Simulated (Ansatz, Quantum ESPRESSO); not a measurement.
# Nb(100), 5 layers against a metal electrode: the electrode's level over the Fermi level at a withheld member of a series

**Set-up.** Quantum ESPRESSO 7.5, PBE, GBRV ultrasoft. The slab is relaxed neutral, then held. ESM with bc3: vacuum below and a metal electrode about 6 Å above the top atoms. Cold smearing of 0.02 Ry. Charges are set per cell from the starting area. The slabs take the lattice constants of the bulk relaxed by the same program. The series steps the charge of the slab (positive: electrons removed).

```tsv
charge of the slab	electrode's level over the Fermi level (eV)
1 ×10¹³ e/cm²	4.363
2 ×10¹³ e/cm²	5.112
3 ×10¹³ e/cm²	5.879
4.5 ×10¹³ e/cm²	7.054
6 ×10¹³ e/cm²	8.257
8 ×10¹³ e/cm²	9.891
```

One more run was made and is withheld. What is the electrode's level over the Fermi level at 7 ×10¹³ e/cm²?

**Fit.** The rows at 6 ×10¹³ e/cm² and 8 ×10¹³ e/cm² give a slope of (9.891 − (8.257))/(8 − (6)) = 0.817, so a straight line gives 9.074 eV. A parabola through these and the row at 4.5 ×10¹³ e/cm² gives 9.070 eV.

**Check.** 9.069 eV. The line misses by +0.005 and the parabola by +0.001 eV. Both misses are under 5 % of the step from the nearer row.

Caveats: Vacuum fills the gap; ions don't answer the charge; added electrons can spill towards the electrode at the most negative charges. Members without a usable value, or on the other side of zero field or charge, are not listed.

[Logs are printed without paths, hosts, clocks, repeated set-up lines and the standing remarks that a program may print on its own settings, such as how far it seeks lower states.]
